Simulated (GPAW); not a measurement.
# fluorene-2,7-dithiol between two Ir chains: transmission at several levels

Aim: T(E), conductance and thermopower of fluorene-2,7-dithiol between two Ir chains, and what cheaper settings cost in accuracy.

Main program and level: GPAW 26.7.0; GPAW LCAO, PAW setups; Landauer transmission from Green's functions with principal layers (ASE), zero bias.

This is a report of a sequence of runs, with most program output left out.

**1. The structure**

The cell holds 37 atoms: 14 Ir, 2 S, 13 C and 8 H. Its edges and angles: a = 13.166 Å, b = 10.276 Å, c = 44.099 Å, α = 90.0°, β = 90.0°, γ = 90.0°. Regions: left lead, 7 atoms (7 Ir); channel, 23 atoms (2 S, 13 C and 8 H); right lead, 7 atoms (7 Ir). Vacuum lies along a and b. The structure is stacked along c, and the current runs across the ab planes.

**2. GPAW, dzp**

The script solves lead and junction separately, takes H and S in the orbital basis, and joins semi-infinite leads through their self-energies; the dzp basis is the working standard.

File run.py:

```python
import json
import numpy as np
from ase import Atoms
from ase.transport.calculators import TransportCalculator
from gpaw import GPAW, FermiDirac
from gpaw.lcao.tools import get_lcao_hamiltonian
from scipy.linalg import eigh

# The junction with lead layers at both ends, along the third cell vector
device = Atoms(
    ['Ir', 'Ir', 'Ir', 'Ir', 'Ir', 'Ir', 'Ir', 'S', 'C', 'H', 'H', 'C', 'C', 'C', 'C', 'H', 'C', 'H', 'H', 'C', 'C', 'C', 'H', 'C', 'C', 'H', 'C', 'C', 'H', 'S', 'Ir', 'Ir', 'Ir', 'Ir', 'Ir', 'Ir', 'Ir'],
    positions=[
        [6.58312, 5.13811, 1.15000],
        [6.58312, 5.13811, 3.45000],
        [6.58312, 5.13811, 5.75000],
        [6.58312, 5.13811, 8.05000],
        [6.58312, 5.13811, 10.35000],
        [6.58312, 5.13811, 12.65000],
        [6.58312, 5.13811, 14.95000],
        [5.53020, 6.16562, 16.84620],
        [5.50754, 6.13579, 18.62750],
        [3.34234, 6.13839, 18.73550],
        [7.66862, 6.15367, 18.84838],
        [4.27134, 6.12986, 19.30227],
        [6.70619, 6.13557, 19.34902],
        [4.21037, 6.11287, 20.70130],
        [6.63600, 6.11890, 20.73371],
        [3.25000, 6.10739, 21.20554],
        [5.39794, 6.10635, 21.41160],
        [8.39138, 5.21617, 21.61096],
        [8.37855, 7.02622, 21.63158],
        [7.78004, 6.11569, 21.72768],
        [5.64879, 6.09142, 22.83709],
        [7.04361, 6.09546, 23.05158],
        [3.70038, 6.08081, 23.76269],
        [4.77511, 6.07848, 23.91032],
        [7.58176, 6.08438, 24.32909],
        [8.65729, 6.09098, 24.47571],
        [5.30955, 6.06688, 25.20504],
        [6.70229, 6.06431, 25.41658],
        [4.62670, 6.06554, 26.05174],
        [7.35973, 6.05795, 27.07253],
        [6.58312, 5.13811, 29.14877],
        [6.58312, 5.13811, 31.44877],
        [6.58312, 5.13811, 33.74877],
        [6.58312, 5.13811, 36.04877],
        [6.58312, 5.13811, 38.34877],
        [6.58312, 5.13811, 40.64877],
        [6.58312, 5.13811, 42.94877]],
    cell=[[13.16624, 0.0, 0.0], [0.0, 10.27622, 0.0], [0.0, 0.0, 44.09877]],
    pbc=True)

# One principal layer of the lead: the first 5 atoms of the device
lead = Atoms(
    ['Ir', 'Ir', 'Ir', 'Ir', 'Ir'],
    positions=[
        [6.58312, 5.13811, 1.15000],
        [6.58312, 5.13811, 3.45000],
        [6.58312, 5.13811, 5.75000],
        [6.58312, 5.13811, 8.05000],
        [6.58312, 5.13811, 10.35000]],
    cell=[[13.16624, 0.0, 0.0], [0.0, 10.27622, 0.0], [0.0, 0.0, 11.5]],
    pbc=True)

settings = dict(mode='lcao', basis='dzp', xc='PBE', h=0.2,
                occupations=FermiDirac(0.1), maxiter=250,
                mixer=dict(beta=0.1, nmaxold=8, weight=100.0),
                convergence=dict(density=0.0001))
energies = np.arange(-3, 3 + 1e-9, 0.075)
eta = 0.0001
n1, n2 = 1, 1
# k and -k transmit alike, so half of the mesh across the current serves
mesh = [(i, j) for i in range(n1) for j in range(n2) if (i, j) <= (-i % n1, -j % n2)]
weights = np.array([1 if (i, j) == (-i % n1, -j % n2) else 2 for i, j in mesh]) / (n1 * n2)


def ground_state(atoms, size, txt):
    atoms.calc = GPAW(kpts={'size': size, 'gamma': True}, symmetry={'tolerance': 1e-3}, txt=txt, **settings)
    atoms.get_potential_energy()
    return atoms.calc.get_fermi_level()


def blocks(atoms, fermi, points, nz, cells):
    """H - E_F S and S between cell 0 and the cells above it, at each point across the current."""
    kz = np.arange(nz) / nz
    calc = atoms.calc.fixed_density(kpts=[(*k, z) for k in points for z in kz], symmetry='off', txt=None)
    H, S = get_lcao_hamiltonian(calc)
    H = (H - fermi * S).reshape(len(H), len(points), nz, *S.shape[1:])
    S = S.reshape(H.shape[1:])
    phases = [np.exp(-2j * np.pi * kz * R) / nz for R in cells]
    return [(np.einsum('skzij,z->ksij', H, p), np.einsum('kzij,z->kij', S, p)) for p in phases]


def pair(a, b):
    return np.block([[a, b], [b.T.conj(), a]])


def count_channels(h, s, cells, nk=240):
    """Half the number of times that the lead's bands cross each energy, unfolded to its shortest repeat."""
    b = len(h) // cells
    bands = []
    for k in (np.arange(nk + 1) + 0.5) / nk:
        hk, sk = h[:b, :b].copy(), s[:b, :b].copy()
        for R in range(1, cells):
            phase, block = np.exp(2j * np.pi * k * R), slice(R * b, (R + 1) * b)
            hk += h[:b, block] * phase + (h[:b, block] * phase).T.conj()
            sk += s[:b, block] * phase + (s[:b, block] * phase).T.conj()
        w, u = eigh(sk)
        x = u[:, w > 1e-5] / w[w > 1e-5]**0.5  # drop near-dependent combinations
        bands.append(np.r_[eigh(x.T.conj() @ hk @ x, eigvals_only=True), [1e9] * (w <= 1e-5).sum()])
    below = np.array(bands)[:, :, None] < energies
    return (below[1:] != below[:-1]).sum((0, 1)) / 2


fermi_lead = ground_state(lead, (1, 1, 10), 'lead.txt')
fermi_device = ground_state(device, (1, 1, 2), 'device.txt')
T, channels, eigen, tail, misfit, shifts = [], [], [], 0.0, 0.0, []
for first in range(0, len(mesh), 81):
    points = [(i / n1, j / n2) for i, j in mesh[first:first + 81]]
    (H0k, S0k), (H1k, S1k), (H2k, _) = blocks(lead, fermi_lead, points, 5, range(3))
    [(Hk, Sk)] = blocks(device, fermi_device, points, 2, [0])
    tail = max(tail, abs(H2k).max())
    for H0, S0, H1, S1, H, S in zip(H0k, S0k, H1k, S1k, Hk, Sk):
        n = len(S0)
        # Shift the lead onto the potential of the device's first layer
        shift = ((H[:, 0, 0] - H0[:, 0, 0]) / S0[0, 0]).real.mean()
        shifts.append(shift)
        misfit = max(misfit, abs(H[:, :n, :n] - H0 - shift * S0).max())
        Tk, Ck, Ek = [], [], []
        for s in range(len(H)):
            t = s % len(H0)  # a lead without moments serves both spins
            h1, s1 = pair(H0[t] + shift * S0, H1[t] + shift * S1), pair(S0, S1)
            leads = dict(h1=h1, s1=s1, energies=energies, eta=eta, eta1=eta, eta2=eta)
            calc = TransportCalculator(h=H[s], s=S, eigenchannels=3, **leads)
            Tk.append(calc.get_transmission())
            Ek.append(np.sort(calc.eigenchannels_ne, axis=0)[::-1])
            Ck.append(count_channels(h1, s1, 10))
        T.append(Tk)
        channels.append(Ck)
        eigen.append(Ek)
T, channels = np.array(T), np.array(channels)
mean, open_channels = np.einsum('kse,k->se', T, weights), np.einsum('kse,k->se', channels, weights)

print(f'basis functions: device {len(S)}, principal layer {n}')
print(f'Fermi level: lead {fermi_lead:.4f} eV, device {fermi_device:.4f} eV; lead shifted by {np.mean(shifts):.4f} eV')
print(f'largest coupling past the next layer {tail:.2e} eV, largest misfit of the first layer {misfit:.3f} eV')
print('  E-E_F (eV)   ' + 'T (one spin)  channels')
for e, t, c in zip(energies, mean.T, open_channels.T):
    print(f'{e:10.3f}  ', *[f'{x:11.4e}' for x in t], *[f'{x:9.4f}' for x in c])

kT = 8.617333e-5 * 200
fine = np.linspace(energies[0], energies[-1], 4001)
both = np.exp(np.interp(fine, energies, np.log(np.maximum(mean.sum(0) * 2 / len(mean), 1e-30))))
fermi = lambda mu: 1 / (1 + np.exp(np.clip((fine - mu) / kT, -200, 200)))
slope = fermi(0) * (1 - fermi(0)) / kT
G = np.trapezoid(both * slope, fine) / 2
seebeck = -np.trapezoid(both * slope * fine, fine) / (2 * G * 200) * 1e6
print(f'conductance at 200 K: {G:.5g} G0 a cell; thermopower {seebeck:.4g} uV/K')
bias = [0.1, 0.2, 0.5, 1.0, 1.5, 2.0]
current = [38.74 * np.trapezoid(both * (fermi(V / 2) - fermi(-V / 2)), fine) for V in bias]
for V, I in zip(bias, current):
    print(f'current from the zero-bias T(E) at {V} V: {I:.5g} uA')
zero = abs(energies).argmin()
json.dump(dict(energies=energies.tolist(), T=mean.tolist(), channels=open_channels.tolist(), G=G, seebeck=seebeck,
               bias=bias, current=current, tail=tail, misfit=misfit, shift=np.mean(shifts), n_device=len(S), n_lead=n,
               fermi=[fermi_lead, fermi_device], energy=device.get_potential_energy(),
               moments=device.get_magnetic_moments().tolist(), mesh=mesh, weights=weights.tolist(),
               T_k=T[:, :, zero].tolist(), eigen=np.array(eigen[0]).tolist()), open('result.json', 'w'))
```

Run with:

```console
$ OMP_NUM_THREADS=1 OPENBLAS_NUM_THREADS=1 python run.py
```

Elapsed: 6.4 min, on 1 thread of Arm Neoverse V1, shared host; peak memory 2.2 GiB.

This step gave:

* conductance: 0.6725 G₀
* largest coupling past the next principal layer: 1.48e-6 eV
* largest misfit of the first principal layer: 0.2108 eV
* shift that aligns the lead: -0.01108 eV
* basis functions of the junction: 613
* basis functions of a principal layer: 135
* transmission at the Fermi level (one spin): 0.6456

One spin. Table of transmission, zone mean by energy, zero at the Fermi level:

energy (eV), transmission, zone mean and a bar:
```
    -3.00      0.081 ##
    -2.70      0.340 ##########
    -2.48      0.995 ##############################
    -2.40      0.924 ############################
    -2.17      0.494 ###############
    -1.95      0.661 ####################
    -1.88      0.549 ################
    -1.57      0.871 ##########################
    -1.43      0.995 ##############################
    -1.27      0.986 ##############################
    -0.97      0.991 ##############################
    -0.75      0.939 ############################
    -0.45      0.621 ###################
    -0.15      0.504 ###############
     0.00      0.646 ###################
     0.07      0.940 ############################
     0.15      0.334 ##########
     0.45      0.057 ##
     0.75      0.022 
     0.97      0.014 
     1.27      0.011 
     1.57      0.011 
     1.88      0.008 
     2.17      0.008 
     2.40      0.028 #
     2.70      0.676 ####################
     3.00      0.592 ##################
```

Not self-consistent under bias; the bias window is split evenly. The current through one cell, from the zero-bias transmission by bias:

| bias (V) | current through one cell, from the zero-bias transmission (μA) |
| --- | --- |
| 0.100 | 5.28 |
| 0.200 | 10.4 |
| 0.500 | 19.9 |
| 1.000 | 32.1 |
| 1.500 | 48.3 |
| 2.000 | 67.6 |

The transmission of the three most open eigenchannels by energy, zero at the Fermi level:

```
energy (eV)  channel 1  channel 2  channel 3
      -3.00     0.0811     3.3e-4     1.2e-5
      -2.85      0.145     3.6e-4     6.6e-6
      -2.70      0.340     4.1e-4     3.2e-6
      -2.55      0.823     5.0e-4     1.1e-6
      -2.33      0.748     7.9e-4     1.6e-9
      -2.17      0.493    0.00119     4.7e-7
      -2.02      0.317    0.00162     4.5e-6
      -1.88      0.546    0.00272     2.0e-6
      -1.73      0.640    0.00265     7.1e-6
      -1.57      0.869    0.00217     5.9e-6
      -1.35      0.960     8.6e-4     6.6e-6
      -1.20      0.989    0.00101     1.3e-5
      -1.05      0.988     9.3e-4     1.5e-5
      -0.90      0.990     8.5e-4     1.6e-5
      -0.75      0.938     8.5e-4     1.8e-5
      -0.60      0.772     8.7e-4     1.9e-5
      -0.38      0.540     8.9e-4     2.0e-5
      -0.23      0.432    0.00102     2.3e-5
      -0.07      0.568     7.2e-4     2.2e-5
       0.00      0.645     6.0e-4     2.1e-5
       0.07      0.939     3.6e-4     1.3e-5
       0.23      0.183     2.6e-4     8.7e-6
       0.38     0.0791     2.1e-4     6.8e-6
       0.60     0.0334     1.5e-4     4.6e-6
       0.75     0.0220     1.1e-4     3.5e-6
       0.90     0.0153     4.2e-5     2.2e-6
       1.05     0.0130     4.2e-5     2.1e-6
       1.20     0.0117     4.4e-5     2.0e-6
       1.35     0.0111     4.5e-5     2.0e-6
       1.57     0.0107     4.4e-5     1.8e-6
       1.73     0.0105     3.8e-5     1.5e-6
       1.88    0.00807     1.9e-5     7.2e-7
       2.02    0.00501          0          0
       2.17    0.00843          0          0
       2.33     0.0172          0          0
       2.55      0.128          0          0
       2.70      0.676          0          0
       2.85      0.135     2.0e-4     3.0e-5
       3.00      0.586    0.00677     1.2e-5
```

Couplings past the next layer reach 1.5e-6 eV, small enough to drop; the matrix elements of the cell's first layer differ from the bulk lead's by up to 0.21 eV. That layer keeps its own values in the calculation, and only beyond it is the lead taken as perfect. The Fermi levels of lead and junction count from different zeros of potential, one for each periodic cell; with both set to zero, the small remaining shift is what aligns them. Without spin-orbit coupling, which is large for these atoms, channel counts and T are those of the scalar-relativistic bands. By hand: G = 0.6725 × 77.48 μS = 52.1 μS, a resistance of 19.2 kΩ; at 0.1 V a linear junction would pass 5.21 μA, and the integral over the bias window gives 5.28 μA.

**3. Single-zeta polarised basis**

One radial function a shell plus polarisation makes the matrices smaller; the question is what that costs.

Changes to run.py since step 2:

```diff
@@ -64,3 +64,3 @@
 
-settings = dict(mode='lcao', basis='dzp', xc='PBE', h=0.2,
+settings = dict(mode='lcao', basis='szp(dzp)', xc='PBE', h=0.2,
                 occupations=FermiDirac(0.1), maxiter=250,
```

The job ended after 4.2 min (1 thread; peak memory 2.2 GiB).

Numbers from this step:

* conductance: 0.3900 G₀
* largest misfit of the first principal layer: 0.2334 eV
* shift that aligns the lead: -0.01731 eV
* basis functions of the junction: 377
* basis functions of a principal layer: 75
* transmission at the Fermi level (one spin): 0.4099

One spin. Transmission, zone mean against energy, zero at the Fermi level:

```
energy (eV)  transmission, zone mean
    -3.0000                   0.0977
    -2.7750                    0.675
    -2.7000                    0.996
    -2.4750                    0.946
    -2.2500                    0.304
    -2.0250                    0.310
    -1.7250                    0.620
    -1.5000                    0.938
    -1.3500                    0.975
    -1.2750                    0.918
    -0.9750                    0.766
    -0.7500                    0.481
    -0.5250                    0.287
    -0.2250                    0.221
     0.0000                    0.410
     0.2250                   0.0914
     0.5250                   0.0324
     0.7500                   0.0211
     0.9750                   0.0177
     1.2750                   0.0207
     1.5000                   0.0280
     1.7250                   0.0466
     2.0250                    0.116
     2.1750                    0.636
     2.2500                    0.150
     2.4750                   0.0536
     2.7750                   0.0938
     3.0000                   0.0353
```

Not self-consistent under bias; the bias window is split evenly. Current through one cell, from the zero-bias transmission against bias:

```
bias (V)  current through one cell, from the zero-bias transmission (μA)
   0.100                                                            2.95
   0.200                                                            5.54
   0.500                                                            10.4
   1.000                                                            16.1
   1.500                                                            23.7
   2.000                                                            36.2
```

The transmission of the three most open eigenchannels by energy, zero at the Fermi level:

```csv
energy (eV),channel 1,channel 2,channel 3
-3.0000,0.0976,6.0e-5,8.7e-8
-2.7750,0.675,7.6e-5,4.1e-7
-2.4750,0.946,1.9e-4,1.3e-6
-2.2500,0.304,2.8e-4,2.6e-6
-2.0250,0.310,6.7e-4,4.0e-6
-1.7250,0.619,0.00107,6.2e-6
-1.5000,0.938,7.3e-4,6.8e-6
-1.2750,0.918,3.6e-4,1.0e-5
-0.9750,0.766,4.0e-4,1.4e-5
-0.7500,0.481,4.2e-4,1.6e-5
-0.5250,0.286,4.9e-4,1.8e-5
-0.2250,0.220,6.2e-4,2.2e-5
0.0000,0.409,3.8e-4,2.1e-5
0.2250,0.0912,1.6e-4,8.2e-6
0.5250,0.0323,1.1e-4,4.9e-6
0.7500,0.0210,7.4e-5,3.0e-6
0.9750,0.0177,2.9e-5,1.8e-6
1.2750,0.0207,3.3e-5,1.6e-6
1.5000,0.0280,3.6e-5,1.5e-6
1.7250,0.0465,3.5e-5,1.4e-6
2.0250,0.116,0,0
2.2500,0.150,0,0
2.4750,0.0536,2.5e-12,0
2.7750,0.0921,0.00169,5.0e-6
3.0000,0.0351,1.6e-4,2.4e-5
```

The conductance, 0.390 G₀, lies 42 % below that of the dzp run.

**4. GPAW, sz: basis = "sz(dzp)"**

The minimal basis is the cheapest rung: no second zeta and no polarisation.

Changes to run.py since step 3:

```diff
@@ -64,3 +64,3 @@
 
-settings = dict(mode='lcao', basis='szp(dzp)', xc='PBE', h=0.2,
+settings = dict(mode='lcao', basis='sz(dzp)', xc='PBE', h=0.2,
                 occupations=FermiDirac(0.1), maxiter=250,
```

Wall time 3.1 min (1 thread); peak memory 2.1 GiB.

This step gave:

- conductance: 0.2595 G₀
- largest coupling past the next principal layer: 1.47e-6 eV
- largest misfit of the first principal layer: 0.1337 eV
- shift that aligns the lead: -0.01951 eV
- basis functions of the junction: 236
- basis functions of a principal layer: 60
- transmission at the Fermi level (one spin): 0.2746
- open channels of the lead at the Fermi level (one spin): 6

One spin. Table of transmission, zone mean by energy, zero at the Fermi level:

```csv
energy (eV),"transmission, zone mean"
-3.00,0.545
-2.92,0.994
-2.77,0.978
-2.70,0.417
-2.40,0.168
-2.17,0.201
-1.88,0.460
-1.57,0.904
-1.43,0.947
-1.27,0.773
-0.97,0.539
-0.75,0.299
-0.45,0.167
-0.15,0.197
0.00,0.275
0.15,0.0921
0.45,0.0262
0.75,0.0134
0.97,0.0133
1.27,0.0169
1.57,0.0296
1.88,0.0717
2.10,0.563
2.17,0.115
2.40,0.172
2.70,0.0526
3.00,0.0201
```

The conductance, 0.260 G₀, lies 61 % below that of the dzp run.

**5. revPBE in the dzp basis: xc = "revPBE"**

Back in the dzp basis, the functional changes from PBE to revPBE, to set the spread between functionals beside that between bases.

Changes to run.py since step 4:

```diff
@@ -64,3 +64,3 @@
 
-settings = dict(mode='lcao', basis='sz(dzp)', xc='PBE', h=0.2,
+settings = dict(mode='lcao', basis='dzp', xc='revPBE', h=0.2,
                 occupations=FermiDirac(0.1), maxiter=250,
```

Elapsed: 6.9 min, on 1 thread; peak memory 2.2 GiB.

Numbers from this step:

```yaml
conductance: 0.6673 G₀
largest_misfit_of_the_first_principal_layer: 0.2095 eV
shift_that_aligns_the_lead: -0.009230 eV
basis_functions_of_the_junction: 613
basis_functions_of_a_principal_layer: 135
transmission_at_the_fermi_level_one_spin: 0.6448
```

One spin. Table of transmission, zone mean by energy, zero at the Fermi level:

```csv
energy (eV),"transmission, zone mean"
-3.00,0.0825
-2.85,0.148
-2.70,0.344
-2.55,0.828
-2.48,0.995
-2.33,0.749
-2.17,0.495
-2.02,0.320
-1.95,0.677
-1.88,0.555
-1.73,0.649
-1.57,0.878
-1.43,0.995
-1.35,0.957
-1.20,0.989
-1.05,0.987
-0.90,0.992
-0.75,0.942
-0.60,0.776
-0.38,0.538
-0.23,0.431
-0.07,0.570
0.00,0.645
0.07,0.903
0.23,0.181
0.38,0.0786
0.60,0.0335
0.75,0.0218
0.90,0.0151
1.05,0.0127
1.20,0.0115
1.35,0.0108
1.57,0.0105
1.73,0.0101
1.88,0.00782
2.02,0.00477
2.17,0.00788
2.33,0.0156
2.55,0.101
2.70,0.887
2.85,0.135
3.00,0.585
```

The conductance, 0.667 G₀, lies 0.8 % below that of the dzp run.

**6. The ladder**

Times are for 1 thread of Arm Neoverse V1, shared host. Results by setting:

| no. | run | conductance (G₀) | time | memory (GiB) |
| --- | --- | --- | --- | --- |
| 1 | dzp | 0.6725 | 6.4 min | 2.2 |
| 2 | szp | 0.3900 | 4.2 min | 2.2 |
| 3 | sz | 0.2595 | 3.1 min | 2.1 |
| 4 | dzp revPBE | 0.6673 | 6.9 min | 2.2 |

[end of part 1 of 2]

[Logs are printed without paths, hosts, clocks, repeated set-up lines and the standing remarks that a program may print on its own settings, such as how far it seeks lower states.]

[Hosts, paths, dates, database ids (printed as entryN), source tags and the programs' standing remarks are cut or masked in the printed files.]
